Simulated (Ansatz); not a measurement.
# How TiC (Fm-3m) expands on warming, part 2 of 2

How much does TiC expand with temperature?

Measurements to reproduce:
- heat capacity C_P per formula unit 33.9 J/mol/K near room temperature (given in “High-Throughput Prediction of Finite-Temperature Properties using the Quasi-Harmonic Approximation”, 2016, arXiv:1603.06924)

Ansatz 0.2.0; DFT PBEsol, scalar-relativistic, plane waves, PAW.

So far, isothermal bulk modulus at 298 K (GPa): step 5 (the quasi-harmonic study, cutoff 487.2 eV, k-mesh 16×16×16) 257.

The database entry behind the starting cell differs from later determinations by our own check (0.1 to 0.3 % short, probably kX units), so it need not match the best structure at ambient conditions.

### Step 6. Phonons on strained cells, k-mesh 12×12×12, q-mesh 4×4×4

input.yaml

```yaml
crystal:
  lattice:
    - [0.0, 2.146623836, 2.146623836]
    - [2.146623836, 0.0, 2.146623836]
    - [2.146623836, 2.146623836, 0.0]
  atoms:
    - { symbol: Ti, position: [0.0, 0.0, 0.0] }
    - { symbol: C, position: [0.5, 0.5, 0.5] }
kpoints:
  mp_grid: { grid: [12, 12, 12] }
hamiltonian:
  xc: pbesol
scf:
  occupations: { method: methfessel_paxton, width: 0.2 }
  lower_state_search: "off"
output:
  eigenvalues: true
phonons:
  method: dfpt
  qmesh: [4, 4, 4]
  temperatures: { t_max: 1200.0, t_step: 50 }
  thermal_expansion: {}
```

Launch:

```console
$ ansatz run input.yaml --threads 8 --pin off --max-ram 16384MiB --backend cpu --events-out ev --progress --plain --runs-dir out
```

Elapsed: 5.7 min, on 8 threads of Arm Neoverse V1, shared host; peak memory 1.6 GiB; 40 min of CPU time.

This step gave:

| Quantity | Value |
| --- | --- |
| pressure | -0.01677 GPa |
| volume expansion coefficient at 298 K | 17.39 1e-6/K |
| C_P at 298 K | 17.20 J/mol-atom/K |
| entropy at 298 K | 12.34 J/mol-atom/K |
| isothermal bulk modulus at 298 K | 257.3 GPa |
| Grüneisen parameter at 298 K | 1.577 |
| volume at 298 K | 9.991 Å³/atom |
| principal linear expansion coefficients at 298 K | 5.795, 5.795, 5.795 1e-6/K |

Strained cells of the study; zero-point energy where phonons were solved; the pressures are stresses at a fixed cutoff and can carry an offset from the finite basis. Expansion cells, by row:

| cell | \|a\| (Å) | \|b\| (Å) | \|c\| (Å) | V (Å³/atom) | E - E_lowest (meV/atom) | pressure, compression positive (GPa) | gap (eV) | zero-point energy (meV/atom) |
| --- | --- | --- | --- | --- | --- | --- | --- | --- |
| 1 | 3.036 | 3.036 | 3.036 | 9.892 | 0 | -0.054 | - | - |
| 2 | 3.06 | 3.06 | 3.06 | 10.13 | 4.671 | -6.146 | - | - |
| 3 | 3.012 | 3.012 | 3.012 | 9.658 | 4.769 | 6.65 | - | - |
| 4 | 3.036 | 3.036 | 3.036 | 9.893 | 0.001 | -0.087 | - | 84.71 |
| 5 | 3.051 | 3.051 | 3.051 | 10.04 | 1.876 | -3.967 | - | 82.84 |
| 6 | 3.065 | 3.065 | 3.065 | 10.18 | 6.666 | -7.279 | - | 81.16 |
| 7 | 3.079 | 3.079 | 3.079 | 10.32 | 14.79 | -10.57 | - | 79.38 |
| 8 | 3.006 | 3.006 | 3.006 | 9.601 | 7.447 | 8.403 | - | - |
| 9 | 3.021 | 3.021 | 3.021 | 9.746 | 1.823 | 4.033 | - | - |
| 10 | 3.102 | 3.102 | 3.102 | 10.55 | 32.71 | -15.15 | - | - |

Quasi-harmonic; a, b, c are the run's own cell vectors. Expansion, by row:

| T (K) | a (Å) | b (Å) | c (Å) | alpha (deg) | beta (deg) | gamma (deg) | cell volume (Å³/cell) | alpha_a (1e-6/K) | alpha_b (1e-6/K) | alpha_c (1e-6/K) | alpha_V (1e-6/K) | C_P (J/mol-atom/K) | C_V (J/mol-atom/K) | S (J/mol-atom/K) | B_T (GPa) | B_S (GPa) | Grueneisen | extrapolation | fit error (1e-6/K) |
| --- | --- | --- | --- | --- | --- | --- | --- | --- | --- | --- | --- | --- | --- | --- | --- | --- | --- | --- | --- |
| 0 | 3.043 | 3.043 | 3.043 | 60 | 60 | 60 | 19.93 | 0 | 0 | 0 | 0 | 0 | 0 | 0 | 261.7 | 261.7 | - | 0 | 0 |
| 50 | 3.043 | 3.043 | 3.043 | 60 | 60 | 60 | 19.93 | 0.15 | 0.15 | 0.15 | 0.46 | 0.471 | 0.471 | 0.136 | 261.6 | 261.7 | 1.517 | 0 | 0 |
| 100 | 3.044 | 3.044 | 3.044 | 60 | 60 | 60 | 19.94 | 1.3 | 1.3 | 1.3 | 3.9 | 3.735 | 3.733 | 1.324 | 261.4 | 261.6 | 1.639 | 0 | 0 |
| 150 | 3.044 | 3.044 | 3.044 | 60 | 60 | 60 | 19.94 | 2.77 | 2.77 | 2.77 | 8.31 | 8.027 | 8.011 | 3.649 | 260.7 | 261.2 | 1.624 | 0 | 0 |
| 200 | 3.044 | 3.044 | 3.044 | 60 | 60 | 60 | 19.95 | 4.06 | 4.06 | 4.06 | 12.17 | 11.9 | 11.85 | 6.506 | 259.7 | 260.8 | 1.602 | 0 | 0 |
| 250 | 3.045 | 3.045 | 3.045 | 60 | 60 | 60 | 19.97 | 5.06 | 5.06 | 5.06 | 15.19 | 14.97 | 14.88 | 9.506 | 258.6 | 260.1 | 1.587 | 0 | 0 |
| 298.1 | 3.046 | 3.046 | 3.046 | 60 | 60 | 60 | 19.98 | 5.8 | 5.8 | 5.8 | 17.39 | 17.2 | 17.07 | 12.34 | 257.3 | 259.4 | 1.577 | 0 | 0 |
| 300 | 3.046 | 3.046 | 3.046 | 60 | 60 | 60 | 19.98 | 5.82 | 5.82 | 5.82 | 17.46 | 17.28 | 17.14 | 12.45 | 257.2 | 259.4 | 1.577 | 0 | 0 |
| 350 | 3.047 | 3.047 | 3.047 | 60 | 60 | 60 | 20 | 6.39 | 6.39 | 6.39 | 19.17 | 19 | 18.8 | 15.25 | 255.9 | 258.6 | 1.571 | 0 | 0 |
| 400 | 3.048 | 3.048 | 3.048 | 60 | 60 | 60 | 20.02 | 6.83 | 6.83 | 6.83 | 20.48 | 20.3 | 20.04 | 17.88 | 254.4 | 257.7 | 1.567 | 0 | 0 |
| 450 | 3.049 | 3.049 | 3.049 | 60 | 60 | 60 | 20.04 | 7.17 | 7.17 | 7.17 | 21.52 | 21.3 | 20.98 | 20.33 | 252.9 | 256.8 | 1.566 | 0 | 0.01 |
| 500 | 3.05 | 3.05 | 3.05 | 60 | 60 | 60 | 20.06 | 7.45 | 7.45 | 7.45 | 22.35 | 22.07 | 21.7 | 22.61 | 251.4 | 255.8 | 1.565 | 0 | 0.01 |
| 550 | 3.051 | 3.051 | 3.051 | 60 | 60 | 60 | 20.09 | 7.68 | 7.68 | 7.68 | 23.05 | 22.7 | 22.26 | 24.75 | 249.9 | 254.8 | 1.565 | 0 | 0.01 |
| 600 | 3.052 | 3.052 | 3.052 | 60 | 60 | 60 | 20.11 | 7.88 | 7.88 | 7.88 | 23.65 | 23.21 | 22.71 | 26.74 | 248.3 | 253.8 | 1.566 | 0 | 0.01 |
| 650 | 3.054 | 3.054 | 3.054 | 60 | 60 | 60 | 20.13 | 8.06 | 8.06 | 8.06 | 24.17 | 23.64 | 23.07 | 28.62 | 246.7 | 252.8 | 1.567 | 0 | 0.01 |
| 700 | 3.055 | 3.055 | 3.055 | 60 | 60 | 60 | 20.16 | 8.21 | 8.21 | 8.21 | 24.64 | 24 | 23.37 | 30.38 | 245.1 | 251.8 | 1.569 | 0 | 0.01 |
| 750 | 3.056 | 3.056 | 3.056 | 60 | 60 | 60 | 20.18 | 8.36 | 8.36 | 8.36 | 25.07 | 24.32 | 23.62 | 32.05 | 243.5 | 250.7 | 1.571 | 0 | 0.01 |
| 800 | 3.057 | 3.057 | 3.057 | 60 | 60 | 60 | 20.21 | 8.49 | 8.49 | 8.49 | 25.46 | 24.59 | 23.83 | 33.63 | 241.9 | 249.6 | 1.573 | 0 | 0.01 |
| 850 | 3.059 | 3.059 | 3.059 | 60 | 60 | 60 | 20.23 | 8.61 | 8.61 | 8.61 | 25.84 | 24.84 | 24.01 | 35.13 | 240.2 | 248.5 | 1.575 | 0 | 0.01 |
| 900 | 3.06 | 3.06 | 3.06 | 60 | 60 | 60 | 20.26 | 8.73 | 8.73 | 8.73 | 26.19 | 25.07 | 24.17 | 36.55 | 238.6 | 247.4 | 1.577 | 0 | 0.01 |
| 950 | 3.061 | 3.061 | 3.061 | 60 | 60 | 60 | 20.29 | 8.85 | 8.85 | 8.85 | 26.54 | 25.28 | 24.31 | 37.92 | 236.9 | 246.3 | 1.58 | 0 | 0.01 |
| 1000 | 3.063 | 3.063 | 3.063 | 60 | 60 | 60 | 20.31 | 8.96 | 8.96 | 8.96 | 26.88 | 25.47 | 24.43 | 39.22 | 235.2 | 245.2 | 1.582 | 0 | 0.01 |
| 1050 | 3.064 | 3.064 | 3.064 | 60 | 60 | 60 | 20.34 | 9.07 | 9.07 | 9.07 | 27.21 | 25.66 | 24.55 | 40.47 | 233.5 | 244 | 1.585 | 0 | 0.01 |
| 1100 | 3.066 | 3.066 | 3.066 | 60 | 60 | 60 | 20.37 | 9.18 | 9.18 | 9.18 | 27.54 | 25.83 | 24.65 | 41.66 | 231.7 | 242.9 | 1.588 | 0 | 0.01 |
| 1150 | 3.067 | 3.067 | 3.067 | 60 | 60 | 60 | 20.4 | 9.29 | 9.29 | 9.29 | 27.86 | 26 | 24.74 | 42.81 | 230 | 241.7 | 1.591 | 0 | 0.01 |
| 1200 | 3.068 | 3.068 | 3.068 | 60 | 60 | 60 | 20.43 | 9.4 | 9.4 | 9.4 | 28.19 | 26.17 | 24.83 | 43.92 | 228.2 | 240.5 | 1.594 | 0 | 0.02 |

Table of expansion coefficient by temperature; values in 1e-6/K:

| temperature (K) | volume | principal 1 |
| --- | --- | --- |
| 0 | 0 | 0 |
| 50 | 0.46 | 0.15 |
| 100 | 3.9 | 1.3 |
| 150 | 8.31 | 2.77 |
| 200 | 12.2 | 4.06 |
| 250 | 15.2 | 5.06 |
| 298 | 17.4 | 5.8 |
| 300 | 17.5 | 5.82 |
| 350 | 19.2 | 6.39 |
| 400 | 20.5 | 6.83 |
| 450 | 21.5 | 7.17 |
| 500 | 22.4 | 7.45 |
| 550 | 23.1 | 7.68 |
| 600 | 23.6 | 7.88 |
| 650 | 24.2 | 8.06 |
| 700 | 24.6 | 8.21 |
| 750 | 25.1 | 8.36 |
| 800 | 25.5 | 8.49 |
| 850 | 25.8 | 8.61 |
| 900 | 26.2 | 8.73 |
| 950 | 26.5 | 8.85 |
| 1000 | 26.9 | 8.96 |
| 1050 | 27.2 | 9.07 |
| 1100 | 27.5 | 9.18 |
| 1150 | 27.9 | 9.29 |
| 1200 | 28.2 | 9.4 |

Changing the q-mesh (2×2×2 → 4×4×4) and the k-mesh (16×16×16 → 12×12×12) takes the volume expansion at 298 K from 17.9 to 17.4 × 10⁻⁶/K and B_T from 257 to 257 GPa.

### Step 7. A new level, relaxed again

The functional, the potentials or the cutoff change, so the crystal is relaxed again at the new setting.

input.yaml, the sections that differ from step 6:

```yaml
kpoints:
  mp_grid: { grid: [16, 16, 16] }
output:
  forces: true
  stress: true
  eigenvalues: true
basis:
  ecutwfc: 320.0
relax:
  adjacent_minimum: "off"
  f_tol: 0.001
  max_steps: 60
  cell: { stress_tol: 0.01 }
# crystal, hamiltonian, scf: as in step 6
# phonons: removed
```

It took 2.9 s on 8 threads; peak memory 0.34 GiB; 16 s of CPU time.

Relaxation path:

| step | energy less that of the first step (eV) | largest force component (eV/Å) | pressure (GPa) | volume (Å³) |
| --- | --- | --- | --- | --- |
| 1 | 0.0000 | 0.0000 | 1.14 | 19.78 |
| 2 | 0.0040 | 0.0000 | -0.03 | 19.86 |
| 3 | 0.0039 | 0.0000 | 0.00 | 19.85 |
| 4* | -0.0003 | 0.0000 | 0.19 | 19.85 |
| 5 | 0.0004 | 0.0000 | 0.01 | 19.87 |
| 6 | 0.0005 | 0.0000 | 0.00 | 19.87 |
| 7* | -0.0006 | 0.0000 | 0.01 | 19.87 |
| 8 | -0.0006 | 0.0000 | 0.00 | 19.87 |
| 9* | -0.0006 | 0.0000 | 0.00 | 19.87 |

Relaxation steps marked * repeat the geometry before them on a plane-wave basis chosen anew for their cell, so energy and pressure can jump there.

The run keeps the 48 symmetry operations that it works with, so distortions that break them were not tested.

| conventional cell, symmetrised | before | after | change |
| --- | --- | --- | --- |
| a (Å) | 4.293 | 4.299 | +0.1 % |
| b (Å) | 4.293 | 4.299 | +0.1 % |
| c (Å) | 4.293 | 4.299 | +0.1 % |
| volume (Å³/atom) | 9.89 | 9.93 | +0.4 % |

The relaxed structure:

```xyz
2
Lattice="0.0000 2.1497 2.1497 2.1497 0.0000 2.1497 2.1497 2.1497 0.0000" Properties=species:S:1:pos:R:3 pbc="T T T"
Ti    0.0000    0.0000    0.0000
C     2.1497    2.1497    2.1497
```

This step gave:

```yaml
pressure: 0.002159 GPa
volume_per_atom: 9.934 Å³/atom
```

The residual pressure is 0.0022 GPa, small enough for phonons.

### Step 8. Phonons on strained cells, cutoff 320 eV, q-mesh 4×4×4

The study relaxes the crystal at several strains, solves the phonons on some of them and minimises the free energy at each temperature (static energy, vibrations, the electrons in a metal, and PV under a set pressure); the q-mesh sets how far the force constants reach.

input.yaml, the sections that differ from step 7:

```yaml
crystal:
  lattice:
    - [0.0, 2.1496850869, 2.1496850869]
    - [2.1496850869, 0.0, 2.1496850869]
    - [2.1496850869, 2.1496850869, 0.0]
  atoms:
    - { symbol: Ti, position: [0.0, 0.0, 0.0] }
    - { symbol: C, position: [0.5, 0.5, 0.5] }
output:
  eigenvalues: true
phonons:
  method: dfpt
  qmesh: [4, 4, 4]
  temperatures: { t_max: 1200.0, t_step: 50 }
  thermal_expansion: {}
# kpoints, hamiltonian, scf, basis: as in step 7
# relax: removed
```

Run time: 7.5 min. Hardware: 8 threads; peak memory 2.3 GiB; 52 min of CPU time.

Strained cells of the study; zero-point energy where phonons were solved; the pressures are stresses at a fixed cutoff and can carry an offset from the finite basis. Expansion cells, by row:

| cell | \|a\| (Å) | \|b\| (Å) | \|c\| (Å) | V (Å³/atom) | E - E_lowest (meV/atom) | pressure, compression positive (GPa) | gap (eV) | zero-point energy (meV/atom) |
| --- | --- | --- | --- | --- | --- | --- | --- | --- |
| 1 | 3.04 | 3.04 | 3.04 | 9.934 | 0 | -9.38 | - | - |
| 2 | 3.064 | 3.064 | 3.064 | 10.17 | 4.929 | -14.99 | - | - |
| 3 | 3.016 | 3.016 | 3.016 | 9.699 | 4.537 | -3.193 | - | - |
| 4 | 3.04 | 3.04 | 3.04 | 9.929 | 0.254 | -9.281 | - | 84.33 |
| 5 | 3.055 | 3.055 | 3.055 | 10.08 | 1.222 | -12.77 | - | 82.51 |
| 6 | 3.07 | 3.07 | 3.07 | 10.23 | 6.639 | -16.08 | - | 80.73 |
| 7 | 3.085 | 3.085 | 3.085 | 10.38 | 15.69 | -19.25 | - | 78.95 |
| 8 | 3.009 | 3.009 | 3.009 | 9.636 | 7.964 | -1.449 | - | - |
| 9 | 3.024 | 3.024 | 3.024 | 9.781 | 1.685 | -5.425 | - | - |
| 10 | 3.108 | 3.108 | 3.108 | 10.61 | 34.32 | -23.52 | - | - |

Changing the k-mesh (12×12×12 → 16×16×16) and the cutoff (487.2 → 320 eV) takes the volume expansion at 298 K from 17.4 to 17.8 × 10⁻⁶/K and B_T from 257 to 247 GPa.

### Step 9. The quasi-harmonic study, cutoff 487.2 eV, k-mesh 16×16×16 (run 2)

input.yaml, the sections that differ from step 8:

```yaml
crystal:
  lattice:
    - [0.0, 2.146623836, 2.146623836]
    - [2.146623836, 0.0, 2.146623836]
    - [2.146623836, 2.146623836, 0.0]
  atoms:
    - { symbol: Ti, position: [0.0, 0.0, 0.0] }
    - { symbol: C, position: [0.5, 0.5, 0.5] }
phonons:
  method: fd
  qmesh: [4, 4, 4]
  temperatures: { t_max: 1200.0, t_step: 50 }
  thermal_expansion: {}
# kpoints, hamiltonian, scf, output: as in step 8
# basis: removed
```

Run time: 18 min. Hardware: 8 threads; peak memory 2.4 GiB.

Changing the cutoff (320 → 487.2 eV) and the phonon method (dfpt → fd) takes the volume expansion at 298 K from 17.8 to 17.4 × 10⁻⁶/K and B_T from 247 to 257 GPa.

### Step 10. Side by side

Times are for 8 threads of Arm Neoverse V1, shared host. Results by setting:

| no. | functional | cutoff (eV) | k-mesh | q-mesh | method | pressure (GPa) | volume expansion coefficient at 298 K (1e-6/K) | C_P at 298 K (J/mol-atom/K) | isothermal bulk modulus at 298 K (GPa) | time | memory (GiB) |
| --- | --- | --- | --- | --- | --- | --- | --- | --- | --- | --- | --- |
| 1 | pbesol | 487.2 | 16×16×16 | 2×2×2 | dfpt | 0 | 17.86 | 17.32 | 257.1 | 2.3 min | 1.2 |
| 2 | pbesol | 487.2 | 12×12×12 | 4×4×4 | dfpt | 0 | 17.39 | 17.20 | 257.3 | 5.7 min | 1.6 |
| 3 | pbesol | 320 | 16×16×16 | 4×4×4 | dfpt | 0 | 17.75 | 17.26 | 247.3 | 7.5 min | 2.3 |
| 4 | pbesol | 487.2 | 16×16×16 | 4×4×4 | fd | 0 | 17.38 | 17.20 | 257.2 | 18 min | 2.4 |

The runs together, line volume. The expansion coefficient, volume by temperature; values in 1e-6/K:

| temperature (K) | pbesol, 487.2, 16×16×16, 2×2×2, dfpt, 0 | pbesol, 487.2, 12×12×12, 4×4×4, dfpt, 0 | pbesol, 320, 16×16×16, 4×4×4, dfpt, 0 | pbesol, 487.2, 16×16×16, 4×4×4, fd, 0 |
| --- | --- | --- | --- | --- |
| 0 | 0 | 0 | 0 | 0 |
| 100 | 3.93 | 3.9 | 4.05 | 3.9 |
| 200 | 12.5 | 12.2 | 12.5 | 12.2 |
| 250 | 15.6 | 15.2 | 15.5 | 15.2 |
| 300 | 17.9 | 17.5 | 17.8 | 17.4 |
| 400 | 21.0 | 20.5 | 20.9 | 20.5 |
| 500 | 22.9 | 22.4 | 22.7 | 22.4 |
| 550 | 23.6 | 23.1 | 23.4 | 23.1 |
| 650 | 24.8 | 24.2 | 24.4 | 24.2 |
| 750 | 25.7 | 25.1 | 25.3 | 25.1 |
| 850 | 26.5 | 25.8 | 25.9 | 25.8 |
| 950 | 27.2 | 26.5 | 26.6 | 26.5 |
| 1000 | 27.5 | 26.9 | 26.9 | 26.9 |
| 1100 | 28.2 | 27.5 | 27.4 | 27.5 |
| 1200 | 28.9 | 28.2 | 28.0 | 28.2 |

The runs together, line C_P. The heat capacity, C_P by temperature; values in J/mol-atom/K:

| temperature (K) | pbesol, 487.2, 16×16×16, 2×2×2, dfpt, 0 | pbesol, 487.2, 12×12×12, 4×4×4, dfpt, 0 | pbesol, 320, 16×16×16, 4×4×4, dfpt, 0 | pbesol, 487.2, 16×16×16, 4×4×4, fd, 0 |
| --- | --- | --- | --- | --- |
| 0 | 0 | 0 | 0 | 0 |
| 50 | 0.398 | 0.471 | 0.484 | 0.472 |
| 100 | 3.61 | 3.73 | 3.79 | 3.73 |
| 200 | 12.0 | 11.9 | 12.0 | 11.9 |
| 250 | 15.1 | 15.0 | 15.0 | 15.0 |
| 298 | 17.3 | 17.2 | 17.3 | 17.2 |
| 350 | 19.1 | 19.0 | 19.0 | 19 |
| 400 | 20.4 | 20.3 | 20.3 | 20.3 |
| 450 | 21.4 | 21.3 | 21.3 | 21.3 |
| 500 | 22.2 | 22.1 | 22.1 | 22.1 |
| 550 | 22.8 | 22.7 | 22.7 | 22.7 |
| 650 | 23.7 | 23.6 | 23.6 | 23.6 |
| 700 | 24.1 | 24.0 | 24.0 | 24.0 |
| 750 | 24.4 | 24.3 | 24.3 | 24.3 |
| 850 | 24.9 | 24.8 | 24.8 | 24.8 |
| 900 | 25.1 | 25.1 | 25.1 | 25.1 |
| 950 | 25.4 | 25.3 | 25.3 | 25.3 |
| 1000 | 25.6 | 25.5 | 25.5 | 25.5 |
| 1050 | 25.7 | 25.7 | 25.6 | 25.7 |
| 1150 | 26.1 | 26.0 | 26.0 | 26.0 |
| 1200 | 26.3 | 26.2 | 26.1 | 26.2 |

### Step 11. Summary of results

| Quantity | Value |
| --- | --- |
| settings of these figures | PBEsol, 487.2 eV, k 16×16×16, q 4×4×4 |
| volume expansion coefficient at 298 K | 17.38 1e-6/K |
| C_P at 298 K | 17.20 J/mol-atom/K |
| entropy at 298 K | 12.34 J/mol-atom/K |
| isothermal bulk modulus at 298 K | 257.2 GPa |
| Grüneisen parameter at 298 K | 1.577 |
| volume at 298 K | 9.990 Å³/atom |
| principal linear expansion coefficients at 298 K | 5.794, 5.794, 5.794 1e-6/K |

Near room temperature TiC expands by 17.4 × 10⁻⁶/K in volume by PBEsol, with C_P = 17.2 J/(mol K) per mole of atoms and B_T = 257 GPa. C_P at room temperature is 69 % of the classical 3R an atom, so the stiffest modes are still partly frozen out. In this metal the study includes the electrons' free energy, which adds a term that grows with temperature, so the heat capacities need not level off at 3R. A measured heat capacity per formula unit near room temperature is 33.9 J/mol/K (arXiv:1603.06924); the calculated 34.4 J/mol/K differs by +1 %. Changing the q-mesh, k-mesh, cutoff and phonon method moves the volume expansion at 298 K between 17.4 and 17.9 × 10⁻⁶/K, while the CPU time spans a factor of 9.1. The PAW files were made for PBE and are used here under another functional, for which the program regenerates the frozen cores.

[Logs are printed without paths, hosts, clocks, repeated set-up lines and the standing remarks that a program may print on its own settings, such as how far it seeks lower states.]

[Hosts, paths, dates, database ids (printed as entryN), source tags and the programs' standing remarks are cut or masked in the printed files.]

[A step with changed settings may run another functional than the one named; its input shows which.]
